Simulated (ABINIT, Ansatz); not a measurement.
## Li3SI (Pm-3m): from the cell to the phonon bands

How does Li3SI (Pm-3m) vibrate, and is this structure a minimum?

Program: ABINIT 10.8.3. Level of theory: DFT LDA, scalar-relativistic, plane waves, PseudoDojo norm-conserving pseudopotentials. Results are calculated unless marked as measured.

Most raw output is cut from this account.

The structure was built from a prototype and need not be the compound's stable phase.

## 1. The starting structure

Symmetry: Pm-3m, No. 221, cubic system. The conventional cell has a = 4.610 Å, b = 4.610 Å, c = 4.610 Å, α = 90.00°, β = 90.00°, γ = 90.00°. I has 12 Li at 3.26 Å nearest. Nearest to S lie 6 Li at 2.30 Å. Nearest to Li lie 2 S at 2.30 Å and 4 I at 3.26 Å and 8 Li at 3.26 Å. Farther neighbours and most contacts between anions are not listed.

## 2. Relaxing the cell and atoms

The harmonic expansion needs vanishing forces, and a free crystal bears no stress, so cell and atoms are brought to rest. Stress is more sensitive to the basis than forces are: the last 3 Ha under the cutoff are smoothed with ecutsm, and the cutoff is raised above that of the later runs.

The starting cell comes from a relaxation made beforehand in Ansatz (LDA, PseudoDojo NC).

File relax.abi:

```
# relaxation
ionmov 2
optcell 2
dilatmx 1.08
ntime 40
tolmxf 1.0d-05
tolvrs 1.0d-14
prtwf 0
prtden 0
chksymtnons 0

# basis, mesh and filling
ecut 41.0
ecutsm 3.0
ngkpt 4 4 4
nshiftk 1
shiftk 0.0 0.0 0.0
istwfk *1
occopt 1
nband 11
nstep 100
diemac 9.0
prtebands 0
prtgsr 0
useylm 1

# cell and atoms
acell 3*1.0 Angstrom
rprim 
    4.609839457 0.0 0.0
    0.0 4.609839457 0.0
    0.0 0.0 4.609839457
ntypat 3
znucl 53 16 3
natom 5
typat 1 2 3 3 3
xred 
    0.0 0.0 0.0
    0.5 0.5 0.5
    0.5 0.5 0.0
    0.5 0.0 0.5
    0.0 0.5 0.5
pp_dirpath "./pseudo"
pseudos "I.upf, S.upf, Li.upf"
```

Launch:

```sh
> OMP_NUM_THREADS=1 mpirun -n 4 abinit relax.abi > relax.log
```

Elapsed: 38 s, on 4 MPI ranks of Arm Neoverse V1, shared host; 2.5 min of CPU time.

Little changed from the start: no atom moved by 0.005 Å and no cell edge by 0.1 %.

Read from the output:

```
volume per atom : 19.60 Å³
pressure        : 8.14e-6 GPa
```

## 3. Ground state

First-order wavefunctions inherit every error of the ground state, hence the very tight tolvrs.

File gs.abi:

```
# ground state
tolvrs 1.0d-16
prtden 1
prtwf 1
prtpot 1

# basis, mesh and filling
ecut 33.0
ngkpt 4 4 4
nshiftk 1
shiftk 0.0 0.0 0.0
istwfk *1
occopt 1
nband 11
nstep 100
diemac 9.0
prtebands 0
prtgsr 0
useylm 1

# cell and atoms
acell 3*1.0 Angstrom
rprim 
    4.610580155 0.0 0.0
    0.0 4.610580155 0.0
    0.0 0.0 4.610580155
ntypat 3
znucl 53 16 3
natom 5
typat 1 2 3 3 3
xred 
    0.0 0.0 0.0
    0.5 0.5 0.5
    0.5 0.5 0.0
    0.5 0.0 0.5
    0.0 0.5 0.5
pp_dirpath "./pseudo"
pseudos "I.upf, S.upf, Li.upf"
```

Launch:

```sh
> OMP_NUM_THREADS=1 mpirun -n 4 abinit gs.abi > gs.log
```

Elapsed: 10 s, on 4 MPI ranks.

Numbers from this step:

```
pressure : -0.1978 GPa
```

The cell stands at -0.20 GPa: the relaxation ran with a smoothed and higher cutoff, and the difference is a stress of the finite basis.

## 4. The gap at rest

Empty bands on the ground state's density check that the gap assumed so far is there in this cell.

File gap.abi:

```
# empty bands on the ground state's density
iscf -2
getden_filepath "gso_DEN"
tolwfr 1.0d-12
nbdbuf 2
prtwf 0

# basis, mesh and filling
ecut 33.0
ngkpt 4 4 4
nshiftk 1
shiftk 0.0 0.0 0.0
istwfk *1
occopt 1
nband 15
nstep 100
diemac 9.0
prtebands 0
prtgsr 0
useylm 1

# cell and atoms
acell 3*1.0 Angstrom
rprim 
    4.610580155 0.0 0.0
    0.0 4.610580155 0.0
    0.0 0.0 4.610580155
ntypat 3
znucl 53 16 3
natom 5
typat 1 2 3 3 3
xred 
    0.0 0.0 0.0
    0.5 0.5 0.5
    0.5 0.5 0.0
    0.5 0.0 0.5
    0.0 0.5 0.5
pp_dirpath "./pseudo"
pseudos "I.upf, S.upf, Li.upf"
```

Launch:

```sh
> OMP_NUM_THREADS=1 mpirun -n 4 abinit gap.abi > gap.log
```

Run time: 7.6 s. Hardware: 4 MPI ranks.

Read from the output:

* gap on the k-mesh: 3.228 eV

In this cell the gap on the mesh is 3.2 eV, direct, so fixed occupations hold.

## 5. Zone-centre response

The derivative of the wavefunctions by k comes first, since the response to a field is built on it; then the field and the displacements that symmetry doesn't supply are solved at q = 0.

It reads the wavefunctions written in step 3.

File dfpt_gamma.abi:

```
ndtset 2

# common to the responses
getwfk_filepath "gso_WFK"
kptopt 2
nqpt 1
qpt 0.0 0.0 0.0
asr 0
chneut 0

# d/dk
rfelfd1 2
rfdir1 1 1 1
iscf1 -3
tolwfr1 1.0d-20

# displacements, field
rfphon2 1
rfatpol2 1 5
rfdir2 1 1 1
rfelfd2 3
getddk2 1
tolvrs2 1.0d-10
prtwf2 0
prtpot2 1

# basis, mesh and filling
ecut 33.0
ngkpt 4 4 4
nshiftk 1
shiftk 0.0 0.0 0.0
istwfk *1
occopt 1
nband 11
nstep 100
diemac 9.0
prtebands 0
prtgsr 0
useylm 1

# cell and atoms
acell 3*1.0 Angstrom
rprim 
    4.610580155 0.0 0.0
    0.0 4.610580155 0.0
    0.0 0.0 4.610580155
ntypat 3
znucl 53 16 3
natom 5
typat 1 2 3 3 3
xred 
    0.0 0.0 0.0
    0.5 0.5 0.5
    0.5 0.5 0.0
    0.5 0.0 0.5
    0.0 0.5 0.5
pp_dirpath "./pseudo"
pseudos "I.upf, S.upf, Li.upf"
```

Launch:

```sh
> OMP_NUM_THREADS=1 mpirun -n 4 abinit dfpt_gamma.abi > dfpt_gamma.log
```

Run time: 1.8 min. Hardware: 4 MPI ranks.

This step gave:

* miss of the charge sum rule: 0.02769 e
* largest acoustic frequency at the zone centre before the sum rule: 0.13 cm⁻¹
* highest optical zone-centre mode (no LO-TO term): 524.6 cm⁻¹
* lowest optical zone-centre mode: -46.07 cm⁻¹
* mean high-frequency dielectric constant: 4.556
* largest Born charge in size (third of the trace): 2.074 e

Born charge (rows field, columns displacement), before the sum rule (e), principal values of the symmetric part by kind of site:

```tsv
atom	atoms with these values	low	middle	high	mean
I1	1	-1.52	-1.52	-1.52	-1.52
S2	1	-2.07	-2.07	-2.07	-2.07
Li3	3	1.18	1.19	1.19	1.19
```

In full for Li3:

```
1.19 0.00 0.00
0.00 1.19 0.00
0.00 0.00 1.18
```

High-frequency dielectric tensor:

```
4.56 0.00 0.00
0.00 4.56 0.00
0.00 0.00 4.56
```

The acoustic modes at Γ come out as far as 0.1 cm⁻¹ from zero, where they should vanish, a small numerical error; the Born charges miss their sum rule by 0.028 e, which is fair. The lowest optical mode is imaginary, 46i cm⁻¹, an instability at this level and on this k mesh.

## 6. Linear response on the mesh

Linear response treats each wavevector of the 2×2×2 mesh in the unit cell; the first-order potentials are kept for the electron-phonon matrix elements.

File dfpt_q.abi:

```
ndtset 3

# wavevectors
qpt1 0.5 0.0 0.0
qpt2 0.5 0.5 0.0
qpt3 0.5 0.5 0.5

# displacements
getwfk_filepath "gso_WFK"
getwfq_filepath "gso_WFK"
kptopt 3
nqpt 1
rfphon 1
rfatpol 1 5
rfdir 1 1 1
tolvrs 1.0d-10
prtwf 0
prtpot 1

# basis, mesh and filling
ecut 33.0
ngkpt 4 4 4
nshiftk 1
shiftk 0.0 0.0 0.0
istwfk *1
occopt 1
nband 11
nstep 100
diemac 9.0
prtebands 0
prtgsr 0
useylm 1

# cell and atoms
acell 3*1.0 Angstrom
rprim 
    4.610580155 0.0 0.0
    0.0 4.610580155 0.0
    0.0 0.0 4.610580155
ntypat 3
znucl 53 16 3
natom 5
typat 1 2 3 3 3
xred 
    0.0 0.0 0.0
    0.5 0.5 0.5
    0.5 0.5 0.0
    0.5 0.0 0.5
    0.0 0.5 0.5
pp_dirpath "./pseudo"
pseudos "I.upf, S.upf, Li.upf"
```

Launch:

```sh
> OMP_NUM_THREADS=1 mpirun -n 4 abinit dfpt_q.abi > dfpt_q.log
```

Elapsed: 7.6 min, on 4 MPI ranks; 30 min of CPU time.

This step gave:

* lowest mode on the q mesh (acoustic ones at the zone centre apart): -128.4 cm⁻¹

Frequencies (cm⁻¹) before the sum rule at the irreducible wavevectors but Γ, which is solved apart; negative means imaginary. Frequencies by wavevector:

```tsv
q (fractions)	star	mode 1	mode 2	mode 3	mode 4	mode 13	mode 14	mode 15
0.5 0 0	3	-6.3	-6.3	44.38	44.38	502.7	524.4	524.4
0.5 0.5 0	3	-118	-56.02	-56.02	46.43	464.5	524.1	546.4
0.5 0.5 0.5	1	-128.4	-128.4	-128.4	33.41	465.2	465.2	559.6
```

## 7. Dispersion

anaddb transforms the dynamical matrices to force constants, with the dipole-dipole part treated apart, and back along the path; points of the mesh come back as solved, but for the sum rule and, in polar crystals, the LO-TO term at Γ; the rest is interpolation.

File anaddb.abi:

```
ddb_filepath "all_DDB"
output_file "anaddb.abo"
outdata_prefix "anaddb"
ifcflag 1
ngqpt 2 2 2
nqshft 1
q1shft 0.0 0.0 0.0
asr 1
chneut 1
dipdip 1
dipquad 0
quadquad 0
enunit 0
eivec 0
nph1l 62
qph1l 
    0.0 5.0d-06 0.0 1.0
    0.0 0.05 0.0 1.0
    0.0 0.1 0.0 1.0
    0.0 0.15 0.0 1.0
    0.0 0.2 0.0 1.0
    0.0 0.25 0.0 1.0
    0.0 0.3 0.0 1.0
    0.0 0.35 0.0 1.0
    0.0 0.4 0.0 1.0
    0.0 0.45 0.0 1.0
    0.0 0.5 0.0 1.0
    0.05 0.5 0.0 1.0
    0.1 0.5 0.0 1.0
    0.15 0.5 0.0 1.0
    0.2 0.5 0.0 1.0
    0.25 0.5 0.0 1.0
    0.3 0.5 0.0 1.0
    0.35 0.5 0.0 1.0
    0.4 0.5 0.0 1.0
    0.45 0.5 0.0 1.0
    0.5 0.5 0.0 1.0
    0.45 0.45 0.0 1.0
    0.4 0.4 0.0 1.0
    0.35 0.35 0.0 1.0
    0.3 0.3 0.0 1.0
    0.25 0.25 0.0 1.0
    0.2 0.2 0.0 1.0
    0.15 0.15 0.0 1.0
    0.1 0.1 0.0 1.0
    0.05 0.05 0.0 1.0
    5.0d-06 5.0d-06 5.0d-06 1.0
    0.05 0.05 0.05 1.0
    0.1 0.1 0.1 1.0
    0.15 0.15 0.15 1.0
    0.2 0.2 0.2 1.0
    0.25 0.25 0.25 1.0
    0.3 0.3 0.3 1.0
    0.35 0.35 0.35 1.0
    0.4 0.4 0.4 1.0
    0.45 0.45 0.45 1.0
    0.5 0.5 0.5 1.0
    0.45 0.5 0.45 1.0
    0.4 0.5 0.4 1.0
    0.35 0.5 0.35 1.0
    0.3 0.5 0.3 1.0
    0.25 0.5 0.25 1.0
    0.2 0.5 0.2 1.0
    0.15 0.5 0.15 1.0
    0.1 0.5 0.1 1.0
    0.05 0.5 0.05 1.0
    0.0 0.5 0.0 1.0
    0.5 0.5 0.5 1.0
    0.5 0.5 0.45 1.0
    0.5 0.5 0.4 1.0
    0.5 0.5 0.35 1.0
    0.5 0.5 0.3 1.0
    0.5 0.5 0.25 1.0
    0.5 0.5 0.2 1.0
    0.5 0.5 0.15 1.0
    0.5 0.5 0.1 1.0
    0.5 0.5 0.05 1.0
    0.5 0.5 0.0 1.0
```

File mrgddb.in:

```
all_DDB
merged
4
dfpt_gammao_DS2_DDB
dfpt_qo_DS1_DDB
dfpt_qo_DS2_DDB
dfpt_qo_DS3_DDB
```

Launch:

```sh
> mrgddb < mrgddb.in > mrgddb.log
> OMP_NUM_THREADS=1 anaddb anaddb.abi > anaddb.log
```

The job ended after 0.79 s (1 thread).

This step gave:

```yaml
lowest_frequency_on_the_path: -128.4 cm⁻¹
```

Anaddb, dipole-dipole term. Phonon branches along the path, in cm⁻¹:

```tsv
point	branch 1	branch 2	branch 3	branch 4	branch 12	branch 13	branch 14	branch 15
Γ	-46	-46	-46	-37	229	525	525	559
halfway	-26	-26	20	20	255	524	524	535
X	-6	-6	44	44	302	503	524	524
halfway	-113	14	39	41	288	479	524	541
M	-118	-56	-56	46	300	464	524	546
halfway	-107	26	34	48	261	495	524	548
Γ	-46	-46	-46	-37	229	525	525	559
halfway	-95	-90	-90	43	244	497	497	558
R	-128	-128	-128	33	253	465	465	560
halfway	-111	-99	-73	38	264	477	499	556
X	-6	-6	44	44	302	503	524	524
jump to R	-128	-128	-128	33	253	465	465	560
halfway	-123	-102	-102	35	250	465	492	558
M	-118	-56	-56	46	300	464	524	546
```

The path dips to 128i cm⁻¹.

## 8. Density of states

Sums over the zone need many more wavevectors than were solved, so the interpolation is sampled on a dense mesh.

File anaddb.abi:

```
ddb_filepath "all_DDB"
output_file "anaddb.abo"
outdata_prefix "anaddb"
ifcflag 1
ngqpt 2 2 2
nqshft 1
q1shft 0.0 0.0 0.0
asr 1
chneut 1
dipdip 1
dipquad 0
quadquad 0
prtdos 2
ng2qpt 10 10 10
dosdeltae 4.5563e-06
ntemper 11
temperinc 100.0
tempermin 0.0
```

Launch:

```sh
> OMP_NUM_THREADS=1 anaddb anaddb.abi > anaddb.log
```

It took 2.2 s on 1 thread.

Read from the output:

- share of modes beyond 3i cm⁻¹ on the dense interpolated mesh: 0.1745

The phonon density of states has structure finer than the step of the table below, so its rows give means over 20 cm⁻¹, whole bins alone (the curve runs from -158 to 590 cm⁻¹). Peaks (cm⁻¹: height): -118.4: 0.0482, 45.6: 0.177, 145.6: 0.0612, 521.6: 0.0695, 549.6: 0.0561.

Tetrahedra. Table of phonon density of states by wavenumber; means over each step:

```tsv
wavenumber (cm⁻¹)	phonon density of states (1/cm⁻¹/cell)
-140	2.6e-5
-120	0.0256
-100	0.0264
-80	0.0214
-60	0.0204
-40	0.0187
-20	0.0130
0	0.0115
20	0.0121
40	0.0908
60	0.0589
80	0.0198
100	0.0194
120	0.0247
140	0.0454
160	0.0409
180	0.0255
200	0.0258
220	0.0271
240	0.0269
260	0.0227
280	0.0185
300	0.00290
320	0
340	0
360	0
380	0
400	0
420	0
440	0
460	0.00526
480	0.0295
500	0.0269
520	0.0363
540	0.0218
560	0.0277
```

## 9. Zone-centre analysis

anaddb reads the merged derivatives and imposes the acoustic sum rule.

File anaddb.abi:

```
ddb_filepath "gamma_DDB"
output_file "anaddb.abo"
outdata_prefix "anaddb"
asr 1
chneut 1
enunit 2
eivec 1
nph1l 1
qph1l 0.0 0.0 0.0 1.0
dieflag 1
nph2l 3
qph2l 
    1.0 0.0 0.0 0.0
    0.0 0.0 1.0 0.0
    1.0 1.0 1.0 0.0
```

File mrgddb.in:

```
gamma_DDB
merged
2
dfpt_gammao_DS2_DDB
gso_DDB
```

Launch:

```sh
> mrgddb < mrgddb.in > mrgddb.log
> OMP_NUM_THREADS=1 anaddb anaddb.abi > anaddb.log
```

Elapsed: 0.54 s, on 1 thread.

The program refused the input: “The lowest mode appears to be a "true" negative mode, and not an acoustic mode”.

With an imaginary mode the lattice part of the dielectric tensor has no meaning; dieflag 2 would ask for the electronic part alone. The modes stand as the response run printed them.

## 10. What came out

```json
{
 "space group after relaxation": "Pm-3m",
 "volume per atom": "19.6 Å³",
 "highest optical zone-centre mode (no LO-TO term)": "524.6 cm⁻¹",
 "lowest optical zone-centre mode": "-46.1 cm⁻¹",
 "mean high-frequency dielectric constant": "4.56",
 "largest Born charge in size (third of the trace)": "2.07 e",
 "q mesh": "2×2×2",
 "lowest mode on the q mesh (acoustic ones at the zone centre apart)": "-128.4 cm⁻¹",
 "imaginary modes on the q mesh": "yes"
}
```

**Reading.** Li3SI (Pm-3m) is unstable: a mode solved on the 2×2×2 mesh is imaginary, 128i cm⁻¹; its spectrum reaches 560 cm⁻¹. At the LDA level the optical modes of Li3SI (Pm-3m) at the zone centre (no LO-TO term) run from 46i to 525 cm⁻¹, so the structure is a saddle point, with 6 modes beyond 10i cm⁻¹ there. The most unstable solved mode lies at q = (0.5, 0.5, 0.5), on the zone boundary, so the distortion that it points to doubles the cell. These are harmonic frequencies at zero temperature: anharmonic shifts and linewidths and thermal expansion are left out. Spin-orbit coupling is left out, which can matter for the heavy elements here. The structure is a hypothetical one, built on a prototype.

[Host names and launcher messages were left out of these logs when they were recorded.]

[Logs are printed without paths, hosts, clocks, repeated set-up lines and the standing remarks that a program may print on its own settings, such as how far it seeks lower states.]

[Hosts, paths, dates, database ids (printed as entryN), source tags and the programs' standing remarks are cut or masked in the printed files.]
